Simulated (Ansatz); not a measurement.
**A hypothetical structure for TiCr3**

This structure for TiCr3 is made up. Its elements were placed in a known structure type with a cell scaled to their sizes. What cell does the guess relax to, and how far off was it?

Main program and level: Ansatz 0.2.0; DFT, PBE, plane-wave PAW, files of the set soft_1, scalar-relativistic, ferromagnetic start, cell and ions relaxed at zero pressure; PAW set soft_1, in the first sound run; inputs show where later runs differ.

**1. The structure**

Symmetry: Immm, No. 71, orthorhombic system. Conventional cell: a = 2.890 Å, b = 4.031 Å, c = 8.125 Å, α = 90.00°, β = 90.00°, γ = 90.00°. Cr has 4 Cr at 2.43 Å and 4 Ti at 2.48 Å nearest. Nearest to Cr lie 6 Cr at 2.43 to 2.48 Å and 2 Ti at 2.55 Å. Nearest to Ti lie 8 Cr at 2.48 to 2.55 Å. Farther neighbours are not listed.

**2. Relaxing cell and atoms**

The guessed cell has no reason to be at equilibrium. It is relaxed with the atoms, within the space group of the guess.

The input, input.yaml:

```yaml
crystal:
  lattice:
    - [-1.445, 2.0155, 4.0625]
    - [1.445, -2.0155, 4.0625]
    - [1.445, 2.0155, -4.0625]
  atoms:
    - { symbol: Cr, position: [0.0, 0.5, 0.5], spin: 3.0 }
    - { symbol: Cr, position: [0.2412, 0.2412, 0.0], spin: 3.0 }
    - { symbol: Cr, position: [0.7588, 0.7588, 0.0], spin: 3.0 }
    - { symbol: Ti, position: [0.5, 0.0, 0.5], spin: 1.0 }
magnetization:
  spin_polarized: true
kpoints:
  mp_grid: { grid: [11, 11, 11] }
scf:
  occupations: { method: fermi_dirac, width: 0.05 }
hamiltonian:
  xc: pbe
  pseudopotentials: { kind: paw, azcp: { folder: soft_1 } }
relax:
  f_tol: 0.015
  max_steps: 70
  cell: {}
output:
  forces: true
  stress: true
```

Launch:

```
$ ansatz run input.yaml --threads 4 --pin off --max-ram 8192MiB --backend cpu --events-out ev --progress --plain --runs-dir out
```

Numbers of over 12 decimals in the logs are rounded to 6 here.

What it wrote:

```text
Engine: ansatz 0.2.0, x86_64-unknown-linux-gnu
Pseudopotentials: kind: paw
Pseudopotential: Cr, paw, valence charge 14, recommended cutoff 420 eV (normal), soft_1/Cr.paw.azcp
Pseudopotential: Ti, paw, valence charge 12, recommended cutoff 420 eV (normal), soft_1/Ti.paw.azcp
Functional definition: PBE
  parameter kappa = 0.804
  parameter beta = 0.066725
  exchange = pbe_x(kappa = kappa, mu = beta*pi^2/3)
  correlation = pbe_c(beta = beta)
Crystal: 4 atoms, lattice volume = 47.326 Å³
Basis set: ecut = 420 eV, 923 PW (Γ), exchange–correlation on 64×64×64 points (8 copies of the dense FFT grid, shifted against one another)
Bands: 39, of which v1, the nominal top of the filled ones, is band 27 counted from 1 (26 counted from 0)
Symmetry: 8 space group operations
Space group: Immm (ITA 71), of the structure as read, at distance tolerance 3.6e-5 Å
Magnetic group: BNS 71.533 (UNI 631), of the structure as read, at distance tolerance 3.6e-5 Å
k-points: 216 of 1331
Non-local potential: Cr, projectors of the file, l = 0: 3, l = 1: 2, l = 2: 3, l = 3: 1
Non-local potential: Ti, projectors of the file, l = 0: 3, l = 1: 2, l = 2: 3, l = 3: 1
PAW form: soft (Blöchl's): semilocal exchange-correlation on the pseudo side does not see the compensation charge
PAW one-centre angular grid: Cr, 590 points (default); XC on 64 Gauss nodes
PAW one-centre angular grid: Ti, 590 points (default); XC on 64 Gauss nodes
Initial density: superposition of atomic densities (chi_scale 0.1, normalization cell)
Starting moments: Σ|m| = 10 μB on 4 of 4 sites
Initial wavefunctions: pseudopotential atomic-orbital guess
Functional: x = pbe(κ = 0.804, μ = 0.219515), c = pbe(β = 0.066725)
SCF iter   1: F=—  HF=-12631.903123 eV  |F-HF|=—  |Δ(HF+E_count)|=         —  Δρ=1.87e-1 (↑1.87e-1 ↓5.85e-2)  dr2=1.67e1  dr2_m=4.18e0  M=5.093 μB ∫|m|=5.098 μB  β_m=0.30  ethr=3.10e-3  ⟨swp⟩=4.1  Hψ=51339  notcnv=0
Mixer restart at iter 1: flushing history
preconditioner: auto → Kerker (q_TF=auto, 2.789 Å⁻¹)  [metal: Δε(μ)=0.001 eV  Ē_g=5.984 eV  σ=0.050 eV  W_gap=0.00  n_scr=14 (ndim 8)  ℏωp=25.3 eV  f_vac=0.000  D(μ)=6.26/eV (n_scr^D=94)]
spin=Collinear: Kerker preconditioning applied to the charge; magnetization (m = ρ↑ − ρ↓) channel mixes plain (no charge-response kernel on spin).
SCF iter   2: F=—  HF=-12629.808090 eV  |F-HF|=—  |Δ(HF+E_count)|=    2.10e0  Δρ=1.19e-1 (↑1.19e-1 ↓4.68e-2)  dr2=5.82e0  dr2_m=2.27e0  M=4.681 μB ∫|m|=4.698 μB  β_m=0.54  ethr=3.10e-3  ⟨swp⟩=2.0  Hψ=34245  notcnv=0  defer=884
SCF iter   3: F=—  HF=-12630.713261 eV  |F-HF|=—  |Δ(HF+E_count)|=   9.05e-1  Δρ=4.82e-2 (↑4.82e-2 ↓4.22e-2)  dr2=2.51e-1  dr2_m=8.30e-1  M=2.926 μB ∫|m|=3.161 μB  β_m=0.77  ethr=3.10e-3  ⟨swp⟩=2.9  Hψ=34790  notcnv=0  defer=884
SCF iter   4: F=—  HF=-12632.863002 eV  |F-HF|=—  |Δ(HF+E_count)|=         —  Δρ=4.91e-2 (↑4.33e-2 ↓4.91e-2)  dr2=4.34e-2  dr2_m=9.18e-1  M=0.089 μB ∫|m|=0.326 μB  β_m=1.00  ethr=4.65e-4  ⟨swp⟩=2.3  Hψ=29367  notcnv=0  defer=961
Mixer restart at iter 4: flushing history
SCF iter   5: F=—  HF=-12632.673880 eV  |F-HF|=—  |Δ(HF+E_count)|=   1.89e-1  Δρ=1.07e-2 (↑3.75e-3 ↓1.07e-2)  dr2=1.34e-1  dr2_m=1.13e-2  M=0.023 μB ∫|m|=0.107 μB  β_m=0.77  ethr=9.26e-5  ⟨swp⟩=2.1  Hψ=29422  notcnv=0  defer=961
SCF iter   6: F=—  HF=-12632.683901 eV  |F-HF|=—  |Δ(HF+E_count)|=   1.00e-2  Δρ=4.77e-3 (↑4.77e-3 ↓2.70e-3)  dr2=1.44e-2  dr2_m=2.53e-3  M=0.010 μB ∫|m|=0.050 μB  β_m=0.79  ethr=9.26e-5  ⟨swp⟩=2.3  Hψ=31416  notcnv=0  defer=1073
SCF iter   7: F=—  HF=-12632.680108 eV  |F-HF|=—  |Δ(HF+E_count)|=   3.79e-3  Δρ=2.02e-3 (↑8.59e-4 ↓2.02e-3)  dr2=4.09e-3  dr2_m=4.99e-4  M=0.004 μB ∫|m|=0.024 μB  β_m=0.81  ethr=2.67e-5  ⟨swp⟩=2.2  Hψ=32909  notcnv=0  defer=1025
SCF iter   8: F=—  HF=-12632.679526 eV  |F-HF|=—  |Δ(HF+E_count)|=   5.82e-4  Δρ=1.36e-3 (↑1.36e-3 ↓1.00e-3)  dr2=2.96e-3  dr2_m=1.85e-5  M=0.001 μB ∫|m|=0.007 μB  β_m=0.84  ethr=7.57e-6  ⟨swp⟩=2.2  Hψ=28293  notcnv=0  defer=994
SCF iter   9: F=—  HF=-12632.680393 eV  |F-HF|=—  |Δ(HF+E_count)|=   8.67e-4  Δρ=8.22e-4 (↑8.22e-4 ↓6.62e-4)  dr2=1.27e-3  dr2_m=4.83e-6  M=0.000 μB ∫|m|=0.004 μB  β_m=0.90  ethr=5.47e-6  ⟨swp⟩=1.9  Hψ=19128  notcnv=0  defer=977
SCF iter  10: F=—  HF=-12632.680380 eV  |F-HF|=—  |Δ(HF+E_count)|=   1.33e-5  Δρ=2.87e-4 (↑2.87e-4 ↓2.19e-4)  dr2=1.06e-4  dr2_m=2.61e-6  M=0.000 μB ∫|m|=0.002 μB  β_m=0.78  ethr=2.36e-6  ⟨swp⟩=2.0  Hψ=22732  notcnv=0  defer=970
SCF iter  11: F=—  HF=-12632.680368 eV  |F-HF|=—  |Δ(HF+E_count)|=   1.12e-5  Δρ=9.14e-5 (↑6.92e-5 ↓9.14e-5)  dr2=1.35e-5  dr2_m=4.39e-7  M=0.000 μB ∫|m|=0.001 μB  β_m=0.82  ethr=1.96e-7  ⟨swp⟩=2.1  Hψ=22842  notcnv=0  defer=970
SCF iter  12: F=—  HF=-12632.680374 eV  |F-HF|=—  |Δ(HF+E_count)|=   5.42e-6  Δρ=2.19e-5 (↑2.19e-5 ↓1.85e-5)  dr2=1.73e-7  dr2_m=1.35e-7  M=0.000 μB ∫|m|=0.001 μB  β_m=0.91  ethr=2.51e-8  ⟨swp⟩=2.0  Hψ=22956  notcnv=0  defer=969
SCF iter  13: F=—  HF=-12632.680374 eV  |F-HF|=—  |Δ(HF+E_count)|=  2.00e-11  Δρ=4.85e-6 (↑3.89e-6 ↓4.85e-6)  dr2=3.01e-8  dr2_m=2.87e-9  M=0.000 μB ∫|m|=0.000 μB  β_m=0.96  ethr=3.20e-10  ⟨swp⟩=2.5  Hψ=27317  notcnv=0  defer=969
SCF iter  14: F=—  HF=-12632.680374 eV  |F-HF|=—  |Δ(HF+E_count)|=   8.48e-9  Δρ=2.99e-6 (↑1.33e-6 ↓2.99e-6)  dr2=9.50e-9  dr2_m=4.97e-10  M=0.000 μB ∫|m|=0.000 μB  β_m=0.98  ethr=5.58e-11  ⟨swp⟩=2.0  Hψ=21559  notcnv=0  defer=969
SCF iter  15: F=-12632.680374 eV  HF=-12632.680374 eV  |F-HF|=1.08e-8  |Δ(HF+E_count)|=  3.64e-12  Δρ=2.11e-6 (↑2.11e-6 ↓1.97e-6)  dr2=1.16e-8  dr2_m=3.43e-12  M=0.000 μB ∫|m|=0.000 μB  ethr=1.76e-11  ⟨swp⟩=1.0  Hψ=39815  notcnv=0
WARN: the starting moments were not kept: the SCF closed with an absolute magnetisation of 6.9e-6 μB, where they sum to 10 μB in size (4 sites). That is at most 0.1 of that sum. Measured as dr2_m measures the in/out step, that magnetisation stands 1.4e-11 eV from none, at or under the dr2_threshold of 1.0e-7 eV: it is no larger than a step whose dr2_m would equal this threshold. The system may hold no moment; this SC [...]
SCF 1 converged in 15 iterations: F = -12632.680374 eV  dr2 = 1.16e-8
  greatest PAW one-centre occupation: 1.000 electrons in one spin orbital (limit 2), on the Cr atom at site 2 (counted from 0), in its partial waves of l = 0
relax step   1: F+E_penalty+E_count = -12632.68037379 eV  Δ(F+E_penalty+E_count) = +0.000e0 eV  max|allowed force component| = 9.703e-2 eV/Å  Δτ_max = 0.0000 Å  P = +15.091 GPa  Ω = 47.326 Å³  (15 SCF iters, dr2 threshold 1.00e-7 eV, accepted)
Crystal: 4 atoms, lattice volume = 49.955 Å³
[...]
SCF iter  10: F=—  HF=-12632.825983 eV  |F-HF|=—  |Δ(HF+E_count)|=   1.39e-7  Δρ=1.24e-5 (↑9.57e-6 ↓1.24e-5)  dr2=4.13e-7  dr2_m=1.44e-9  M=-0.000 μB ∫|m|=0.000 μB  β_m=0.82  ethr=2.37e-10  ⟨swp⟩=2.0  Hψ=27700  notcnv=0
SCF iter  11: F=-12632.825983 eV  HF=-12632.825983 eV  |F-HF|=1.38e-8  |Δ(HF+E_count)|=   1.62e-8  Δρ=3.11e-6 (↑2.24e-6 ↓3.11e-6)  dr2=1.53e-8  dr2_m=1.83e-10  M=-0.000 μB ∫|m|=0.000 μB  ethr=2.37e-10  ⟨swp⟩=1.6  Hψ=36793  notcnv=0
the starting moments were not kept: the SCF closed with an absolute magnetisation of 9.0e-5 μB, where they sum to 10 μB in size (4 sites). That is at most 0.1 of that sum. Measured as dr2_m measures the in/out step, that magnetisation stands 2.6e-9 eV from none, at or under the dr2_threshold of 4.0e-7 eV: it is no larger than a step whose dr2_m would equal this threshold.
SCF 3 converged in 11 iterations: F = -12632.825983 eV  dr2 = 1.53e-8
relax step   3: F+E_penalty+E_count = -12632.82598330 eV  Δ(F+E_penalty+E_count) = -4.144e-3 eV  max|allowed force component| = 1.078e-2 eV/Å  Δτ_max = 0.0041 Å  P = +0.090 GPa  Ω = 50.501 Å³  energy of the carried Pulay correction = -2.011e-3 eV  (11 SCF iters, dr2 threshold 4.00e-7 eV, accepted)
[...]
relax step   4: F+E_penalty+E_count = -12632.82609336 eV  Δ(F+E_penalty+E_count) = -1.101e-4 eV  max|allowed force component| = 6.293e-3 eV/Å  Δτ_max = 0.0006 Å  P = -0.026 GPa  Ω = 50.531 Å³  energy of the carried Pulay correction = -2.029e-3 eV  (8 SCF iters, dr2 threshold 3.07e-7 eV, accepted)
[...]
relax step   5: F+E_penalty+E_count = -12632.82611259 eV  Δ(F+E_penalty+E_count) = -1.923e-5 eV  max|allowed force component| = 3.578e-4 eV/Å  Δτ_max = 0.0005 Å  P = -0.002 GPa  Ω = 50.527 Å³  energy of the carried Pulay correction = -2.027e-3 eV  (8 SCF iters, dr2 threshold 3.77e-8 eV, accepted)
[...]
relax step   6: F+E_penalty+E_count = -12632.82612857 eV  Δ(F+E_penalty+E_count) = -1.598e-5 eV  max|allowed force component| = 4.538e-3 eV/Å  Δτ_max = 0.0003 Å  P = +0.014 GPa  Ω = 50.524 Å³  energy of the carried Pulay correction = -2.025e-3 eV  (10 SCF iters, dr2 threshold 1.46e-8 eV, accepted)
[...]
relax step   7: F+E_penalty+E_count = -12632.82769218 eV  Δ(F+E_penalty+E_count) = -1.564e-3 eV  max|allowed force component| = 4.605e-3 eV/Å  Δτ_max = 0.0000 Å  P = -0.020 GPa  Ω = 50.524 Å³  stress off target by 5.14e-2 GPa  SCF on the basis re-selected at this cell (its energy is not comparable with the rows above)  (11 SCF iters)
[...]
relax step   8: F+E_penalty+E_count = -12632.82770026 eV  Δ(F+E_penalty+E_count) = -8.079e-6 eV  max|allowed force component| = 1.691e-3 eV/Å  Δτ_max = 0.0004 Å  P = -0.004 GPa  Ω = 50.518 Å³  energy of the carried Pulay correction = +2.575e-6 eV  (9 SCF iters, dr2 threshold 6.60e-9 eV, accepted)
iter 1 solved again at ethr=1.20e-9 eV; its pass at ethr=3.10e-3 eV (dr2=6.46e-7 eV) is discarded
SCF iter   1: F=—  HF=-12632.827699 eV  |F-HF|=—  |Δ(HF+E_count)|=         —  Δρ=6.13e-7 (↑5.94e-7 ↓6.13e-7)  dr2=1.57e-10  dr2_m=1.07e-11  M=-0.000 μB ∫|m|=0.000 μB  β_m=0.65  ethr=1.20e-9  ⟨swp⟩=3.0  Hψ=94998  notcnv=0
SCF iter   2: F=—  HF=-12632.827699 eV  |F-HF|=—  |Δ(HF+E_count)|=  1.62e-10  Δρ=2.03e-7 (↑1.87e-7 ↓2.03e-7)  dr2=1.24e-11  dr2_m=4.49e-12  M=-0.000 μB ∫|m|=0.000 μB  β_m=0.53  ethr=1.00e-12  ⟨swp⟩=2.0  Hψ=28551  notcnv=0
SCF iter   3: F=—  HF=-12632.827699 eV  |F-HF|=—  |Δ(HF+E_count)|=  4.18e-11  Δρ=1.23e-7 (↑1.23e-7 ↓1.00e-7)  dr2=5.77e-12  dr2_m=2.27e-12  M=-0.000 μB ∫|m|=0.000 μB  β_m=0.61  ethr=1.00e-12  ⟨swp⟩=1.0  Hψ=16848  notcnv=0
SCF iter   4: F=—  HF=-12632.827699 eV  |F-HF|=—  |Δ(HF+E_count)|=  1.46e-11  Δρ=6.31e-8 (↑3.98e-8 ↓6.31e-8)  dr2=1.90e-12  dr2_m=8.09e-13  M=0.000 μB ∫|m|=0.000 μB  β_m=0.66  ethr=1.00e-12  ⟨swp⟩=1.0  Hψ=16848  notcnv=0
SCF iter   5: F=-12632.827699 eV  HF=-12632.827699 eV  |F-HF|=1.09e-11  |Δ(HF+E_count)|=  7.28e-12  Δρ=7.55e-8 (↑7.55e-8 ↓5.90e-8)  dr2=1.23e-11  dr2_m=4.83e-14  M=0.000 μB ∫|m|=0.000 μB  ethr=1.00e-12  ⟨swp⟩=2.0  Hψ=38688  notcnv=0
the starting moments were not kept: the SCF closed with an absolute magnetisation of 1.6e-6 μB, where they sum to 10 μB in size (4 sites). That is at most 0.1 of that sum. Measured as dr2_m measures the in/out step, that magnetisation stands 8.6e-13 eV from none, at or under the dr2_threshold of 4.0e-11 eV: it is no larger than a step whose dr2_m would equal this threshold.
SCF 9 converged in 5 iterations: F = -12632.827699 eV  dr2 = 1.23e-11
relax step   9: F+E_penalty+E_count = -12632.82769857 eV  Δ(F+E_penalty+E_count) = +1.687e-6 eV  max|allowed force component| = 1.696e-3 eV/Å  Δτ_max = 0.0000 Å  P = -0.004 GPa  Ω = 50.518 Å³  stress off target by 7.81e-3 GPa  SCF on the basis re-selected at this cell (its energy is not comparable with the rows above)  (5 SCF iters)
basis re-selected at this cell: Δ(F+E_penalty+E_count) = +1.687e-6 eV, ΔP = +0.000 GPa vs the last step (what re-selecting the basis moved, of the pressure what is left beyond the Pulay correction that the steps carried, after the strain that the cell walked since its last selection, with what the two solves' SCF thresholds leave and, on support functions, any second-order correction that the steps lacked; it is no m [...]
SCF converged after 5 iterations
Magnetization: 0.0000 μB (27.0000 up, 27.0000 down)
Absolute magnetization: 0.0000 μB (∫|ρ↑−ρ↓|, with the PAW one-centre terms)
Spin contamination: 0.0000 ħ² per cell (⟨S²⟩ above its minimum at these occupations)
Per-site moments (μB) at R_I (Å): [(-6.98220691621108e-7, 1.020276), (3.6192528456289993e-7, 1.020276), (3.619252845503082e-7, 1.020276), (4.071668486530607e-8, 1.045812)]
Free energy (F): -12632.827699 eV
Harris-Foulkes:  -12632.827699 eV  (|F-HF|=1.09e-11)
Internal energy: -12632.797943 eV  (E = F + TS)
E sigma→0 (E₀):  -12632.812821 eV
Entropy (-TS):   -0.029756 eV (-7.439 meV/atom)
Fermi energy:    17.558275 eV
--- Per-component energies (eV) ---
  E_band       = -593.231979
  E_kinetic    = 1194.220197
  E_local      = -4272.502084  (includes V_loc(G=0)·N_el)
  E_nonlocal   = 187.712111
  E_hartree    = 1937.111262
  E_xc         = -465.859379
  E_vxc        = -590.737895  (∫ρ·V_xc dr)
  E_paw        = -4699.447589  (= ΣΔE_a)
  E_vpaw       = -986.149230  (= ΣTr[D̂ρ^β])
  E_aug_tail   = 0.002513  (compensation charges beyond the density's cutoff)
  E_ewald      = -6514.034974
  E_smearing   = -0.029756  (= −TS)
  E_closure    = -0.000000  (closes the sum)
  Σ components = -12632.827699   (vs F -12632.827699, Δ=0.00e0)
--- Forces (eV/Å), atoms counted from 1 ---
  atom   1  Cr     0.00000000     0.00000000     0.00000000
  atom   2  Cr     0.00000000     0.00000000    -0.00169630
  atom   3  Cr     0.00000000     0.00000000     0.00169630
  atom   4  Ti     0.00000000     0.00000000     0.00000000
  max |Σ_I F_I| component: 4.34e-19 eV/Å
--- Stress (GPa, compression-positive) ---
       -0.002170       0.000000       0.000000
        0.000000      -0.007811       0.000000
        0.000000       0.000000      -0.001850
  P = ⅓ Tr σ = -0.0039 GPa (-0.039 kbar)
--- Relaxed structure (7 steps of the walk, 7 accepted, 2 SCFs on fresh bases) ---
  F+E_penalty+E_count = -12632.82769857 eV   max|allowed force component| = 1.696e-3 eV/Å   (the final SCF, on the basis selected at the relaxed cell)
  cell:  # Å, volume = 50.5183 Å³
    - [-1.464716, 2.069387, 4.166710]
    - [1.464716, -2.069387, 4.166710]
    - [1.464716, 2.069387, -4.166710]
  atoms:
    - { symbol: Cr, position: [-1.0508421056397978e-19, 0.5, 0.5] }
    - { symbol: Cr, position: [0.239165, 0.239165, 1.137730959488461e-18] }
    - { symbol: Cr, position: [0.760835, 0.760835, 4.571327397243863e-18] }
    - { symbol: Ti, position: [0.500000, 5.98267233167639e-19, 0.500000] }
```

It took 1.9 min on 4 threads of AMD EPYC 7R13 (Zen 3), shared host; peak memory 0.96 GiB; 6.9 min of CPU time.

The steps of the relaxation:

```tsv
step	energy less that of the first step (eV)	largest force component (eV/Å)	pressure (GPa)	volume (Å³)
1	0.0000	0.0970	15.09	47.33
2	-0.1415	0.0498	2.33	49.95
3	-0.1456	0.0108	0.09	50.50
4	-0.1457	0.0063	-0.03	50.53
5	-0.1457	0.0004	0.00	50.53
6	-0.1458	0.0045	0.01	50.52
7*	-0.1473	0.0046	-0.02	50.52
8	-0.1473	0.0017	0.00	50.52
9*	-0.1473	0.0017	0.00	50.52
```

Relaxation steps marked * repeat the geometry before them on a plane-wave basis chosen anew for their cell, so energy and pressure can jump there.

The run keeps the 8 symmetry operations that it works with, so distortions that break them were not tested.

```tsv
conventional cell, symmetrised	before	after	change
a (Å)	2.890	2.929	+1.4 %
b (Å)	4.031	4.139	+2.7 %
c (Å)	8.125	8.333	+2.6 %
volume (Å³/atom)	11.83	12.63	+6.7 %
```

The atoms that moved most (Å, as changes of fractional coordinates times the final cell):

```tsv
atom	dx	dy	dz	length
Cr2	0.000	0.000	-0.017	0.017
Cr3	0.000	0.000	0.017	0.017
```

Final coordinates:

```xyz
4
Lattice="-1.4647 2.0694 4.1667 1.4647 -2.0694 4.1667 1.4647 2.0694 -4.1667" Properties=species:S:1:pos:R:3 pbc="T T T"
Cr    1.4647    0.0000    0.0000
Cr    0.0000    0.0000    1.9931
Cr    0.0000    0.0000    6.3404
Ti    0.0000    2.0694    0.0000
```

Numbers from this step:

- free energy: -12632.8277 eV
- energy at zero smearing: -12632.8128 eV
- smearing term TS: 0.02976 eV
- Fermi energy: 17.56 eV
- electrons: 54
- symmetry operations: 8
- pressure: -0.003944 GPa

The shortest distance of each pair, which need not be the same contact before and after:

```tsv
pair	guess (Å)	relaxed (Å)
Cr–Cr	2.435	2.473
Cr–Ti	2.480	2.535
Ti–Ti	2.890	2.929
```

The relaxation ends with a largest force component of 0.0017 eV/Å and a pressure of 0.00 GPa. No moment survives the cycle: this start ends non-magnetic.

(Part 1 of 2 ends here.)

[Logs are printed without paths, hosts, clocks, repeated set-up lines and the standing remarks that a program may print on its own settings, such as how far it seeks lower states.]

[Hosts, paths, dates, database ids (printed as entryN), source tags and the programs' standing remarks are cut or masked in the printed files.]
